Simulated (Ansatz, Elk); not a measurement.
**Bonding as seen by X-rays: TlAsPb3**

The structure of TlAsPb3 used here is made up (a known structure type with other elements) and was relaxed beforehand with r2SCAN. The aim is the Fourier transform of its all-electron density, F(hkl), set beside the sum over free spherical atoms that refinements use.

Calculated with Elk 11.2.3 (patched build); DFT, PBE, all-electron APW+lo, Dirac cores, scalar-relativistic bands, static density, no spin.

This account leaves out most program logs.

The structure was built from a prototype and need not be the compound's stable phase.

### Step 1. Set-up

Symmetry: Pm-3m, No. 221, cubic system. Conventional cell: a = 5.626 Å, b = 5.626 Å, c = 5.626 Å, α = 90.00°, β = 90.00°, γ = 90.00°. Pb has 2 As at 2.81 Å nearest. Nearest to Tl lie 12 Pb at 3.98 Å. As has 6 Pb at 2.81 Å nearest. Farther neighbours are not listed.

### Step 2. Ground state and structure factors

An all-electron density is needed, since X-rays see the cores too. Task 0 finds the density and task 195 Fourier-transforms it; tshift is off so that phases refer to the origin typed.

Contents of elk.in:

```
tasks
  0
  195

xctype
  20

spinpol
  .false.

rgkmax
  7.0

gmaxvr
  14.0

lmaxo
  7

lmaxapw
  8

swidth
  0.002

tshift
  .false.

ramdisk
  .false.

hmaxvr
  5.5

maxscl
  120

epspot
  1e-06

sppath
  './'

avec
  10.63236227957 -0.00000000000 -0.00000000000
  -0.00000000000 10.63236227957 -0.00000000000
  -0.00000000000 -0.00000000000 10.63236227957

atoms
  3
  'Pb.in'
  3
  0.0000000000 0.5000000000 0.5000000000   0.000000 0.000000 0.000000
  0.5000000000 -0.0000000000 0.5000000000   0.000000 0.000000 0.000000
  0.5000000000 0.5000000000 0.0000000000   0.000000 0.000000 0.000000
  'Tl.in'
  1
  -0.0000000000 0.0000000000 -0.0000000000   0.000000 0.000000 0.000000
  'As.in'
  1
  0.5000000000 0.5000000000 0.5000000000   0.000000 0.000000 0.000000

ngridk
  4 4 4
```

Launch:

```sh
$ OMP_NUM_THREADS=4 elk
```

The job ended after 39 s (4 threads of Arm Neoverse V2, shared host; peak memory 0.29 GiB; 75 s of CPU time).

SFACRHO.OUT:

```text

h k l indices transformed by vhmat matrix:
   1.000000000       0.000000000       0.000000000    
   0.000000000       1.000000000       0.000000000    
   0.000000000       0.000000000       1.000000000    

      h      k      l  multipl.   |H|            Re(F)            Im(F)           |F|

      0      0      0      1   0.0000000       360.00000      0.16073850E-15   360.00000    
      1      0      0      6  0.59094914      -31.821921      0.10299373E-12   31.821921    
      0     -1     -1     12  0.83572828       28.752696      0.31351366E-13   28.752696    
     -1     -1     -1      8   1.0235539       264.00359      0.18976286E-12   264.00359    
      0      2      0      6   1.1818983       311.59519     -0.19157757E-12   311.59519    
     -1     -2      0     24   1.3214024      -26.987847     -0.16486036E-12   26.987847    
      1     -1     -2     24   1.4475238       24.744070     -0.11265674E-12   24.744070    
      0     -2      2     12   1.6714566       285.11388      0.34351317E-13   285.11388    
     -1      2     -2     24   1.7728474      -24.449017     -0.12890056E-12   24.449017    
     -3      0      0      6   1.7728474      -24.561951     -0.32683749E-12   24.561951    
      0     -1      3     24   1.8687453       22.512142      0.13246830E-14   22.512142    
     -3      1      1     24   1.9599566       224.80698      0.11245203E-12   224.80698    
     -2     -2      2      8   2.0471079       266.12387      0.21110537E-12   266.12387    
      3      0     -2     24   2.1306974      -22.792448      0.31724292E-12   22.792448    
     -1     -2      3     48   2.2111292       20.842112     -0.15174901E-12   20.842112    
      0      0      4      6   2.3637965       251.27540     -0.31041007E-12   251.27540    
     -1      0      4     24   2.4365457      -21.459437     -0.13268232E-12   21.459437    
     -3     -2      2     24   2.4365457      -21.396774     -0.24164064E-12   21.396774
```

Elk indexes on the primitive cell of elk.in and gives |H| = 4π sin θ/λ in inverse bohr. Below, one row stands for each form hkl of the conventional cell (m members, Friedel mates merged), F is for one primitive cell and the density is static (no thermal factor). Free-atom factors are Waasmaier and Kirfel's, and R is Σm||F|−|F'||/Σm|F|.

```csv
hkl,m,sin θ/λ (Å⁻¹),"abs F, DFT",neutral atoms,diff.
100,6,0.089,31.822,31.805,+0.017
110,12,0.126,28.753,28.596,+0.157
111,8,0.154,264.004,264.425,-0.421
200,6,0.178,311.595,311.853,-0.258
210,24,0.199,26.988,26.976,+0.012
211,24,0.218,24.744,24.848,-0.104
220,12,0.251,285.114,285.299,-0.185
221,24,0.267,24.449,24.554,-0.105
300,6,0.267,24.562,24.554,+0.008
310,24,0.281,22.512,22.617,-0.105
311,24,0.295,224.807,224.749,+0.058
222,8,0.308,266.124,266.268,-0.144
320,24,0.320,22.792,22.844,-0.052
321,48,0.333,20.842,20.971,-0.129
400,6,0.355,251.275,251.316,-0.041
410,24,0.366,21.459,21.451,+0.008
322,24,0.366,21.397,21.451,-0.054
411,24,0.377,19.579,19.632,-0.053
```

### Step 3. The highest occupied states alone

An energy window below the Fermi level keeps the highest occupied states, to see at which angles they scatter; shallow core shells can lie inside it and anion s states outside. No new self-consistency is needed.

elk.in, as its differences from that of step 2:

```diff
@@ -1,3 +1,2 @@
 tasks
-  0
   195
@@ -40,2 +39,5 @@
 
+wsfac
+  -0.403520 0.447720
+
 sppath
```

Launch:

```sh
$ OMP_NUM_THREADS=4 elk
```

It took 23 s on 4 threads; peak memory 0.19 GiB; 27 s of CPU time.

States within 15 eV below the Fermi level hold 30.00 electrons; any levels below the window count with the cores. Their amplitudes can exceed the total, where window and core parts have opposite phase:

```csv
hkl,sin θ/λ (Å⁻¹),"abs F, window","abs F, all"
100,0.089,4.644,31.822
110,0.126,9.758,28.753
111,0.154,7.981,264.004
200,0.178,8.837,311.595
210,0.199,4.239,26.988
211,0.218,5.032,24.744
220,0.251,3.488,285.114
221,0.267,3.029,24.449
300,0.267,3.006,24.562
310,0.281,2.667,22.512
```

### Step 4. Another functional

The difference from free atoms is small, so it is set against the change that PBEsol makes.

elk.in, as its differences from that of step 3:

```diff
@@ -1,2 +1,3 @@
 tasks
+  0
   195
@@ -4,3 +5,3 @@
 xctype
-  20
+  22
 
@@ -39,5 +40,2 @@
 
-wsfac
-  -0.403520 0.447720
-
 sppath
```

Launch:

```sh
$ OMP_NUM_THREADS=4 elk
```

The job ended after 39 s (4 threads; peak memory 0.29 GiB; 74 s of CPU time).

Against the first run R = 0.01 %; the largest change is -0.026 at 200.

### Step 5. A coarser k-mesh

About half the k-points along each axis test the sampling.

elk.in, as its differences from that of step 4:

```diff
@@ -5,3 +5,3 @@
 xctype
-  22
+  20
 
@@ -63,2 +63,2 @@
 ngridk
-  4 4 4
+  2 2 2
```

Launch:

```sh
$ OMP_NUM_THREADS=4 elk
```

It took 35 s on 4 threads; peak memory 0.32 GiB.

Against the first run R = 0.01 %; the largest change is -0.123 at 300.

### Step 6. Settings against the effect

```csv
run,R against the first run (%),"R against neutral atoms, low angle (%)",wall time
"PBE, rgkmax 7",0.00,0.12,39 s
PBEsol,0.01,0.12,39 s
k-mesh 2×2×2,0.01,0.12,35 s
```

### Step 7. Summary of results

| Item | Value |
| --- | --- |
| R against neutral atoms, sin θ/λ < 0.3 Å⁻¹ | 0.12 % |
| R against neutral atoms, 0.3 to 0.82 Å⁻¹ | 0.09 % |

**Reading.** Independent neutral atoms miss the calculated amplitudes by R = 0.12 % below 0.3 Å⁻¹ and 0.09 % from there to 0.82 Å⁻¹; by shells, 0.37 % below 0.15 Å⁻¹ (2 forms), 0.11 % 0.15 to 0.3 (9 forms), 0.08 % 0.3 to 0.45 (15 forms), 0.09 % above 0.45 (93 forms). Bonding, aspherical density and the tables' own atoms all enter these figures, and the runs don't part them. The largest change of an amplitude is -0.42 electrons, at 111. The window's part falls from 30.0 electrons at the origin to at most 0.43 between 0.45 and 0.82 Å⁻¹. The window holds more than the 20 outer electrons of the free atoms, so shallow core shells lie inside it. Below 0.3 Å⁻¹ the changes that finished (PBEsol and k-mesh 2×2×2) move F by R = 0.04 % at most, against the 0.12 % that separates it from free atoms, so the difference from free atoms is only partly resolved. The basis has no finished test. Spin-orbit coupling is left out, which can matter for elements this heavy. Part of the difference isn't bonding: the tables are fits to free atoms and ions calculated by other methods than this functional. Thermal motion, anomalous dispersion and extinction are left out.

[Logs are printed without paths, hosts, clocks, repeated set-up lines and the standing remarks that a program may print on its own settings, such as how far it seeks lower states.]

[Hosts, paths, dates, database ids (printed as entryN), source tags and the programs' standing remarks are cut or masked in the printed files.]
